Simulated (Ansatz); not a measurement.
# Sc2C monolayer: the cell at rest, part 2 of 2

Aim: bring Sc2C monolayer to small forces and stress, as phonons need.

Ansatz 0.2.0; DFT PBEsol, scalar-relativistic, plane waves, PAW; PAW set soft_1.

So far. Step 2 (Probe on a coarse mesh): The coarse mesh shows no gap.

### Step 4. Tight relaxation

Phonons need a cell at rest on their own settings, so the relaxation is repeated with tight tolerances on forces and stress, using the mesh and the filling of the phonon run that follows.

The input, input.yaml:

```yaml
crystal:
  lattice:
    - [3.2786383962, 0.0, 0.0]
    - [-1.6393191981, 2.839384141, 0.0]
    - [0.0, 0.0, 28.6]
  atoms:
    - { symbol: C, position: [0.0, 0.0, 0.3496503497] }
    - { symbol: Sc, position: [0.3333333333, 0.6666666667, 0.3917977716] }
    - { symbol: Sc, position: [0.6666666667, 0.3333333333, 0.3075029277] }
  periodic: [true, true, false]
kpoints:
  mp_grid: { grid: [18, 18, 1] }
hamiltonian:
  xc: pbesol
  pseudopotentials: { kind: paw, azcp: { folder: soft_1 }, xc_functional: pbe }
scf:
  occupations: { method: methfessel_paxton, width: 0.2 }
output:
  forces: true
  stress: true
  eigenvalues: true
  write_density: true
  write_potential: true
  elf: true
  volumetric_format: npy
relax:
  adjacent_minimum: "off"
  f_tol: 0.001
  max_steps: 60
  cell: { stress_2d_tol: 0.002 }
```

Started as:

```console
$ ansatz run input.yaml --threads 8 --pin off --max-ram 16384MiB --backend cpu --events-out ev --progress --plain --runs-dir out
```

Numbers of over 12 decimals in the logs are rounded to 6 here.

The program printed:

```text
[...]
Crystal: 3 atoms, lattice volume = 266.246 Å³
Basis set: ecut = 420 eV, 5303 PW (Γ), exchange–correlation on 48×48×384 points (8 copies of the dense FFT grid, shifted against one another)
Bands: 17, of which v1, the nominal top of the filled ones, is band 13 counted from 1 (12 counted from 0)
Symmetry: 12 space group operations
[...]
k-points: 37 of 324
[...]
k-point 36: bands = [... 9 lower, -7.0782, -7.0782, -6.2345, -3.6143, -3.6143, -3.5374, -2.3188, -1.2663]
--- Relaxed structure (4 steps of the walk, 3 accepted, 1 SCFs on fresh bases) ---
[...]
cell:  # Å, volume = 265.9615 Å³
    - [3.276884, 0.0, 0]
    - [-1.638442, 2.837865, 0]
    - [0, 0, 28.6]
  atoms:
    - { symbol: C, position: [0, 0, 0.349650] }
    - { symbol: Sc, position: [0.333333, 0.666667, 0.391822] }
    - { symbol: Sc, position: [0.666667, 0.333333, 0.307479] }
[key lines of the parts left out:]
SCF converged after 7 iterations
Free energy (F): -4469.620453 eV
Fermi energy:    -4.152706 eV
P = ½ c Tr σ = -0.0003 N/m
```

Wall time 9.2 s (8 threads of Arm Neoverse V2, shared host); peak memory 0.77 GiB.

Little changed from the start: no atom moved by 0.005 Å and no cell edge by 0.1 %.

This step gave:

* area per atom: 3.1 Å²

Valence density in the ac plane at fractional y = 0.000, with atoms of C within 0.2 Å of it. It is the smooth field of the valence electrons, not physical close to the nuclei.

Ten steps, logarithmic in the rise over the least value, from '_' (0.0 e/Å³) to '@' (1.5 e/Å³), each cell a mean:
```
__________________________________
__________________________________
__________________________________
__________________________________
__________________________________
__________________________________
__________________________________
__________________________________
__________________________________
__________________________________
__________________________________
__________________________________
..................................
----------------------------------
********++++************++++******
@@@@@@@@%%##**++++++++**##%%@@@@@@
####****************************##
----------------------------------
..................................
__________________________________
__________________________________
__________________________________
__________________________________
__________________________________
```
Columns run along a (3.3 Å), rows up along c (28.6 Å). Atoms in or near the plane, at fractional coordinates: C at (0.00, 0.35).

ELF in the ac plane at fractional y = 0.000, with atoms of C within 0.2 Å of it. It is the smooth field of the valence electrons, not physical close to the nuclei.

Values, 24 rows by 14 columns, each cell a mean:
```
0.00 0.00 0.00 0.00 0.00 0.00 0.00 0.00 0.00 0.00 0.00 0.00 0.00 0.00
0.00 0.00 0.00 0.00 0.00 0.00 0.00 0.00 0.00 0.00 0.00 0.00 0.00 0.00
0.00 0.00 0.00 0.00 0.00 0.00 0.00 0.00 0.00 0.00 0.00 0.00 0.00 0.00
0.00 0.00 0.00 0.00 0.00 0.00 0.00 0.00 0.00 0.00 0.00 0.00 0.00 0.00
0.00 0.00 0.00 0.00 0.00 0.00 0.00 0.00 0.00 0.00 0.00 0.00 0.00 0.00
0.00 0.00 0.00 0.00 0.00 0.00 0.00 0.00 0.00 0.00 0.00 0.00 0.00 0.00
0.00 0.00 0.00 0.00 0.00 0.00 0.00 0.00 0.00 0.00 0.00 0.00 0.00 0.00
0.00 0.00 0.00 0.00 0.00 0.00 0.00 0.00 0.00 0.00 0.00 0.00 0.00 0.00
0.00 0.00 0.00 0.00 0.00 0.00 0.00 0.00 0.00 0.00 0.00 0.00 0.00 0.00
0.00 0.00 0.00 0.00 0.00 0.00 0.00 0.00 0.00 0.00 0.00 0.00 0.00 0.00
0.01 0.01 0.01 0.01 0.01 0.01 0.01 0.01 0.01 0.01 0.01 0.01 0.01 0.01
0.12 0.12 0.11 0.11 0.11 0.11 0.11 0.11 0.11 0.11 0.11 0.11 0.12 0.12
0.52 0.51 0.50 0.48 0.46 0.44 0.42 0.42 0.42 0.44 0.46 0.48 0.50 0.51
0.58 0.54 0.45 0.33 0.24 0.18 0.16 0.15 0.16 0.19 0.25 0.35 0.47 0.55
0.65 0.61 0.49 0.31 0.15 0.12 0.18 0.20 0.17 0.12 0.18 0.33 0.51 0.62
0.32 0.49 0.72 0.78 0.65 0.37 0.18 0.13 0.19 0.43 0.68 0.78 0.69 0.44
0.66 0.62 0.51 0.33 0.17 0.13 0.18 0.20 0.17 0.13 0.20 0.36 0.54 0.64
0.57 0.53 0.43 0.31 0.22 0.16 0.14 0.14 0.14 0.17 0.23 0.33 0.45 0.54
0.54 0.53 0.51 0.49 0.47 0.44 0.43 0.43 0.43 0.45 0.47 0.50 0.52 0.53
0.13 0.13 0.13 0.13 0.12 0.12 0.12 0.12 0.12 0.12 0.12 0.13 0.13 0.13
0.01 0.01 0.01 0.01 0.01 0.01 0.01 0.01 0.01 0.01 0.01 0.01 0.01 0.01
0.00 0.00 0.00 0.00 0.00 0.00 0.00 0.00 0.00 0.00 0.00 0.00 0.00 0.00
0.00 0.00 0.00 0.00 0.00 0.00 0.00 0.00 0.00 0.00 0.00 0.00 0.00 0.00
0.00 0.00 0.00 0.00 0.00 0.00 0.00 0.00 0.00 0.00 0.00 0.00 0.00 0.00
```
Columns run along a (3.3 Å), rows up along c (28.6 Å). Atoms in or near the plane, at fractional coordinates: C at (0.00, 0.35).

Electrostatic potential energy in the ac plane at fractional y = 0.000, with atoms of C within 0.2 Å of it. With pseudopotentials it is smooth inside the atoms' cores, unlike the true potential.

Ten even steps from '0' (-12 eV) to '9' (0 eV), each cell a mean:
```
99999999999999999
99999999999999999
99999999999999999
99999999999999999
99999999999999999
99999999999999999
99999999999999999
99999999999999999
99999999999999999
99999999999999999
99999999999999999
99999999999999999
99999999999999999
88887766556677888
66665320000235666
00003665555663000
66665420000245666
88877665555667788
99999999999999999
99999999999999999
99999999999999999
99999999999999999
99999999999999999
99999999999999999
```
Columns run along a (3.3 Å; values clipped at the 3rd and 97th percentile), rows up along c (28.6 Å). Atoms in or near the plane, at fractional coordinates: C at (0.00, 0.35).

The largest force component left is 0.012 meV/Å, within the tolerances set.

### Step 5. Outcome

```yaml
space_group_after_relaxation_within_0p01_a: P-3m1
lattice_constant_a: 3.277 Å
lattice_constant_b: 3.277 Å
area_per_atom: 3.1 Å²
```

**Reading.** The largest force component left is 0.012 meV/Å, within the tolerances set. The relaxation keeps the symmetry of its start, so it says nothing on stability against lower symmetry. The PAW files were made for PBE and serve the other functionals too. The starting cell was built on a prototype and not taken from a measurement.

[Logs are printed without paths, hosts, clocks, repeated set-up lines and the standing remarks that a program may print on its own settings, such as how far it seeks lower states.]

[Hosts, paths, dates, database ids (printed as entryN), source tags and the programs' standing remarks are cut or masked in the printed files.]
